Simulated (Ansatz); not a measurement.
# Decaying states in the gap of SrYAlO4, part 3 of 3

Wanted: the relaxed cell of SrYAlO4, its band edges and its decay constants. It is built by putting Y for La in the SrLaAlO4 structure of space group I4mm, with the volume rescaled by atomic radii. The parent structure comes from the Materials Project.

Ansatz 0.2.0; PBEsol DFT, plane waves, PAW files (the session's first sound run).

So far, gap on the k-mesh (eV): step 3 (band edges) 3.60.

The structure was built from a prototype and need not be the compound's stable phase.

**6. A repeat with changed settings: hamiltonian.pseudopotentials = {"kind": "nc"}**

This step: PBEsol DFT, plane waves, PAW files; complex bands by layer matching along the plane's normal; changed: hamiltonian.pseudopotentials = {"kind": "nc"} (Ansatz 0.2.0).

It is meant to test how much rests on the atomic datasets. Where the input is shown as a difference, that is against the step before, not the twin.

input.yaml

```yaml
crystal:
  lattice:
    - [3.685319269, 0.0, 0.0]
    - [0.0, 3.685319269, 0.0]
    - [1.842659635, 1.842659635, 6.021235196]
  atoms:
    - { symbol: Sr, position: [0.3551036071, 0.3551036071, 0.2897927858] }
    - { symbol: "Y", position: [0.6394352987, 0.6394352987, 0.7211294026] }
    - { symbol: Al, position: [0.9989139925, 0.9989139925, 0.002172015] }
    - { symbol: O, position: [0.161490416, 0.161490416, 0.677019168] }
    - { symbol: O, position: [0.8280106384, 0.8280106384, 0.3439787232] }
    - { symbol: O, position: [0.5085225237, 0.0085225237, 0.9829549526] }
    - { symbol: O, position: [0.0085225237, 0.5085225237, 0.9829549526] }
kpoints:
  mp_grid: { grid: [6, 6, 6] }
scf:
  occupations: { method: fixed }
hamiltonian:
  xc: pbesol
  pseudopotentials: { kind: nc }
output:
  eigenvalues: true
  transmission:
    leads: [[0, 0]]
    kpoints: [[0.0, 0.0], [-0.5, -0.5], [0.5, 0.0]]
    e_range: [-1.0, 4.6]
    de: 0.09
```

Command:

```
ansatz run input.yaml --threads 2 --pin off --max-ram 4096MiB --backend cpu --events-out ev --progress --plain --runs-dir out
```

Numbers of over 12 decimals in the logs are rounded to 6 here.

What it wrote:

```text
[...]
Crystal: 7 atoms, lattice volume = 81.778 Å³
Basis set: ecut = 1142.878222 eV, 7097 PW (Γ)
Bands: 31, of which v1, the nominal top of the filled ones, is band 24 counted from 1 (23 counted from 0)
Symmetry: 8 space group operations
[...]
k-points: 30 of 216 (time reversal used)
[...]
SCF iter   1: F=—  HF=-3913.075642 eV  |F-HF|=—  |Δ(HF+E_count)|=         —  Δρ=5.56e-2  dr2=3.62e0  ethr=3.10e-3  ⟨swp⟩=5.0  Hψ=4036  notcnv=0  defer=114
[...]
SCF iter   9: F=-3911.692050 eV  HF=-3911.692050 eV  |F-HF|=1.64e-8  |Δ(HF+E_count)|=   3.28e-7  Δρ=1.17e-5  dr2=8.28e-8  ethr=2.08e-10  ⟨swp⟩=10.7  Hψ=5497  notcnv=0
SCF 1 converged in 9 iterations: F = -3911.692050 eV  dr2 = 8.28e-8
transmission: 14 of 42 steps passed
transmission: 28 of 42 steps passed
transmission: 42 of 42 steps passed
SCF converged after 9 iterations
Free energy (F): -3911.692050 eV
[...]
Internal energy: -3911.692050 eV  (E = F + TS)
E sigma→0 (E₀):  -3911.692050 eV
Fermi energy:    9.814394 eV
[...]
--- Band table (eV; the first three rows and the last of 30) ---
  k-point 0: bands = [... 20 lower, 8.9303, 9.5788, 9.5917, 9.5917, 14.3540, 14.4274, 15.5533, 15.6390, ... 3 higher]
  k-point 1: bands = [... 20 lower, 9.0180, 9.3764, 9.5593, 9.5593, 14.0238, 14.5116, 15.5694, 16.0435, ... 3 higher]
  k-point 2: bands = [... 20 lower, 9.1173, 9.1173, 9.5158, 9.5158, 13.5967, 14.6867, 15.6028, 16.1348, ... 3 higher]
  k-point 29: bands = [... 20 lower, 8.7796, 9.3598, 9.6377, 9.8144, 15.2728, 15.7120, 15.7346, 17.2317, ... 3 higher]
--- Transmission ---
  basis      : 325 plane waves across, 14 finite elements along
  points     : 3, as listed
[...]
channels       : 0.000000e0 a spin
[...]
slowest decay  : 0.3877 /Å at (0.0000, 0.0000)
```

Wall time 1.9 min (2 threads of Intel Xeon Platinum 8488C (Sapphire Rapids), shared host); peak memory 1.6 GiB; 3.8 min of CPU time.

Numbers from this step:

- free energy: -3911.6921 eV
- Fermi energy: 9.814 eV
- gap on the k-mesh: 3.616 eV
- level to which the leads are filled: 1.808 eV from the Fermi level
- decay constant at the filling level, zone centre: 0.3877 Å⁻¹
- decay constant at the filling level, slowest listed point: 0.3877 Å⁻¹

K parallel (0, 0); values up to 1.5 1/Å, a degenerate pair printed once or twice; energies at which all values exceed this have no row. Im kz of the slowest decaying states against energy, zero at the highest filled level on the SCF mesh:

| energy (eV) | decay 1 (Å⁻¹) | decay 2 (Å⁻¹) | decay 3 (Å⁻¹) | decay 4 (Å⁻¹) |
| --- | --- | --- | --- | --- |
| -1.00 | 0.139 | 0.445 | 0.448 | 0.601 |
| -0.73 | 0.310 | 0.458 | 0.613 | 1.05 |
| -0.46 | 0.249 | 0.469 | 0.618 | 1.02 |
| -0.19 | 0.0791 | 0.152 | 0.332 | 0.477 |
| -0.01 | 0.171 | 0.318 | 0.426 | 0.482 |
| 0.08 | 0.199 | 0.357 | 0.459 | 0.484 |
| 0.44 | 0.275 | 0.445 | 0.491 | 0.557 |
| 0.71 | 0.312 | 0.481 | 0.494 | 0.587 |
| 0.98 | 0.340 | 0.495 | 0.505 | 0.570 |
| 1.25 | 0.361 | 0.495 | 0.520 | 0.551 |
| 1.52 | 0.376 | 0.494 | 0.528 | 0.531 |
| 1.79 | 0.388 | 0.491 | 0.501 | 0.537 |
| 2.06 | 0.395 | 0.471 | 0.487 | 0.539 |
| 2.33 | 0.399 | 0.435 | 0.482 | 0.538 |
| 2.60 | 0.394 | 0.400 | 0.476 | 0.535 |
| 2.87 | 0.343 | 0.398 | 0.468 | 0.529 |
| 3.14 | 0.279 | 0.393 | 0.459 | 0.520 |
| 3.50 | 0.142 | 0.379 | 0.445 | 0.505 |
| 3.77 | 0.361 | 0.432 | 0.491 | 0.551 |
| 4.04 | 0.331 | 0.418 | 0.474 | 0.502 |
| 4.31 | 0.272 | 0.403 | 0.451 | 0.454 |
| 4.58 | 0.0499 | 0.102 | 0.386 | 0.408 |

K parallel (-0.5, -0.5); values up to 1.5 1/Å, a degenerate pair printed once or twice; energies at which all values exceed this have no row. The Im kz of the slowest decaying states by energy, zero at the highest filled level on the SCF mesh:

| energy (eV) | decay 1 (Å⁻¹) | decay 2 (Å⁻¹) | decay 3 (Å⁻¹) | decay 4 (Å⁻¹) |
| --- | --- | --- | --- | --- |
| -1.00 | 0.204 | 0.939 | 1.46 | - |
| -0.73 | 0.132 | 0.228 | 0.979 | 1.45 |
| -0.46 | 0.307 | 1.01 | 1.42 | - |
| -0.19 | 0.359 | 1.03 | 1.35 | 1.49 |
| -0.01 | 0.0859 | 0.386 | 1.04 | 1.10 |
| 0.08 | 0.158 | 0.399 | 1.05 | 1.27 |
| 0.44 | 0.284 | 0.441 | 1.06 | 1.41 |
| 0.71 | 0.335 | 0.468 | 1.07 | 1.40 |
| 0.98 | 0.371 | 0.492 | 1.08 | 1.37 |
| 1.25 | 0.396 | 0.513 | 1.08 | 1.34 |
| 1.52 | 0.414 | 0.532 | 1.08 | 1.30 |
| 1.79 | 0.426 | 0.550 | 1.09 | 1.27 |
| 2.06 | 0.434 | 0.567 | 1.09 | 1.24 |
| 2.33 | 0.437 | 0.583 | 1.09 | 1.20 |
| 2.60 | 0.437 | 0.598 | 1.09 | 1.16 |
| 2.87 | 0.432 | 0.615 | 1.08 | 1.12 |
| 3.14 | 0.424 | 0.633 | 1.07 | 1.08 |
| 3.50 | 0.406 | 0.663 | 1.00 | 1.08 |
| 3.77 | 0.388 | 0.698 | 0.932 | 1.08 |
| 4.04 | 0.363 | 0.796 | 1.07 | 1.42 |
| 4.31 | 0.332 | 0.775 | 1.07 | 1.41 |
| 4.58 | 0.291 | 0.752 | 1.07 | 1.39 |

K parallel (0.5, 0); values up to 1.5 1/Å, a degenerate pair printed once or twice; energies at which all values exceed this have no row. Table of Im kz of the slowest decaying states by energy, zero at the highest filled level on the SCF mesh:

| energy (eV) | decay 1 (Å⁻¹) | decay 2 (Å⁻¹) | decay 3 (Å⁻¹) | decay 4 (Å⁻¹) |
| --- | --- | --- | --- | --- |
| -1.00 | 0.162 | 0.175 | 0.448 | 1.28 |
| -0.82 | 0.198 | 0.317 | 0.428 | 1.26 |
| -0.55 | 0.145 | 0.393 | 0.409 | 1.22 |
| -0.37 | 0.226 | 0.343 | 0.449 | 1.20 |
| -0.10 | 0.440 | 0.494 | 1.16 | - |
| -0.01 | 0.467 | 0.506 | 1.14 | - |
| 0.08 | 0.491 | 0.517 | 1.13 | - |
| 0.35 | 0.546 | 0.547 | 1.09 | - |
| 0.53 | 0.561 | 0.578 | 1.06 | - |
| 0.80 | 0.580 | 0.618 | 1.02 | - |
| 0.98 | 0.591 | 0.634 | 0.648 | 0.992 |
| 1.25 | 0.603 | 0.616 | 0.728 | 0.949 |
| 1.43 | 0.610 | 0.618 | 0.762 | 0.920 |
| 1.70 | 0.619 | 0.623 | 0.813 | 0.869 |
| 1.88 | 0.623 | 0.627 | 0.839 | - |
| 2.15 | 0.627 | 0.632 | 0.834 | - |
| 2.33 | 0.629 | 0.635 | 0.830 | - |
| 2.60 | 0.631 | 0.639 | 0.821 | - |
| 2.78 | 0.631 | 0.640 | 0.815 | - |
| 3.05 | 0.629 | 0.641 | 0.804 | - |
| 3.23 | 0.628 | 0.641 | 0.783 | 0.807 |
| 3.50 | 0.624 | 0.639 | 0.746 | 0.817 |
| 3.68 | 0.620 | 0.636 | 0.728 | 0.815 |
| 3.95 | 0.613 | 0.630 | 0.703 | 0.807 |
| 4.13 | 0.608 | 0.624 | 0.689 | 0.798 |
| 4.40 | 0.598 | 0.610 | 0.672 | 0.780 |
| 4.58 | 0.591 | 0.596 | 0.665 | 0.763 |

The least decay constant is 0.388 Å⁻¹ against 0.386 Å⁻¹ in the twin: no change within 1 %, at 8.8 times the CPU time.

**7. Summary of results**

| Property | Result |
| --- | --- |
| band gap | 3.60 eV |
| least decay constant at mid-gap, normal to (001) | 0.386 Å⁻¹ |
| least decay constant on a mesh, normal to (001) | 0.386 Å⁻¹ |

In words: With PBEsol, the slowest decay at the wavevectors tried is κ = 0.386 Å⁻¹, normal to (001). Through such a film the transmission near mid-gap falls as exp(−2κd), a factor of ten every 3.0 Å. A free electron under a barrier of half the gap would need a mass of 0.31 mₑ to decay at this rate. The compound is made up by substitution; its stability against other phases and against distortions of the cell's symmetry was not tested. A semilocal functional narrows gaps, so real decay constants are likely larger.

[Logs are printed without paths, hosts, clocks, repeated set-up lines and the standing remarks that a program may print on its own settings, such as how far it seeks lower states.]

[Hosts, paths, dates, database ids (printed as entryN), source tags and the programs' standing remarks are cut or masked in the printed files.]
